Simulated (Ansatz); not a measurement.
An input for Ansatz 0.2.0 (Cs3Bi2Br9 (P-3m1)):

```yaml
crystal:
  lattice:
    - [7.972, 0.0, 0.0]
    - [-3.986, 6.903954519, 0.0]
    - [0.0, 0.0, 9.867]
  atoms:
    - { symbol: Cs, position: [0.6666666667, 0.3333333333, 0.6669] }
    - { symbol: Cs, position: [0.3333333333, 0.6666666667, 0.3331] }
    - { symbol: Cs, position: [0.0, 0.0, 0.0] }
    - { symbol: Bi, position: [0.6666666667, 0.3333333333, 0.1918] }
    - { symbol: Bi, position: [0.3333333333, 0.6666666667, 0.8082] }
    - { symbol: Br, position: [0.5, 0.5, 0.0] }
    - { symbol: Br, position: [0.5, 0.0, 0.0] }
    - { symbol: Br, position: [0.0, 0.5, 0.0] }
    - { symbol: Br, position: [0.3353, 0.16765, 0.3394] }
    - { symbol: Br, position: [0.83235, 0.16765, 0.3394] }
    - { symbol: Br, position: [0.83235, 0.6647, 0.3394] }
    - { symbol: Br, position: [0.16765, 0.3353, 0.6606] }
    - { symbol: Br, position: [0.16765, 0.83235, 0.6606] }
    - { symbol: Br, position: [0.6647, 0.83235, 0.6606] }
kpoints:
  mp_grid: { grid: [6, 6, 4] }
  band_path:
    path:
      - [0.0, 0.0, 0.0]
      - [0.5, 0.0, 0.0]
      - [0.33333333, 0.33333333, 0.0]
      - [0.0, 0.0, 0.5]
      - [0.5, 0.0, 0.5]
      - [0.33333333, 0.33333333, 0.5]
      - [0.066666666, 0.066666666, 0.0]
    npoints: 1
hamiltonian:
  xc: r2scan
scf:
  occupations: { method: fixed }
  n_extra_bands: 8
output:
  eigenvalues: true
  forces: true
  stress: true
```

```sh
ansatz run input.yaml --threads 3 --pin off --max-ram 92160MiB --backend cuda --events-out ev --progress --plain --runs-dir out --devices 1 --max-vram 13GiB
```

How long will it take on 1 × NVIDIA H100 80GB HBM3 (shared by 6 runs) with 3 threads of AMD EPYC 7R13 (Zen 3), shared host, and how much memory?

It took 21 s; on shared hardware allow 10 s to 42 s. Peak host memory was 1.8 GiB. The sizes that set the cost: 13781 plane waves a state, 24 irreducible k points and 7 SCF cycles.

[Paths, hosts, dates, memory and timing lines, banners, echoed tables and standing remarks are left out of the program output.]

[Logs are printed without paths, hosts, clocks, repeated set-up lines and the standing remarks that a program may print on its own settings, such as how far it seeks lower states.]

[Runs of the session that timed out or met a known fault of the program may be left out.]

[Cells called generated may have been cut or substituted from an entry of the Crystallography Open Database or the Materials Project.]

[Hosts, paths, dates, database ids (printed as entryN), source tags and the programs' standing remarks are cut or masked in the printed files.]
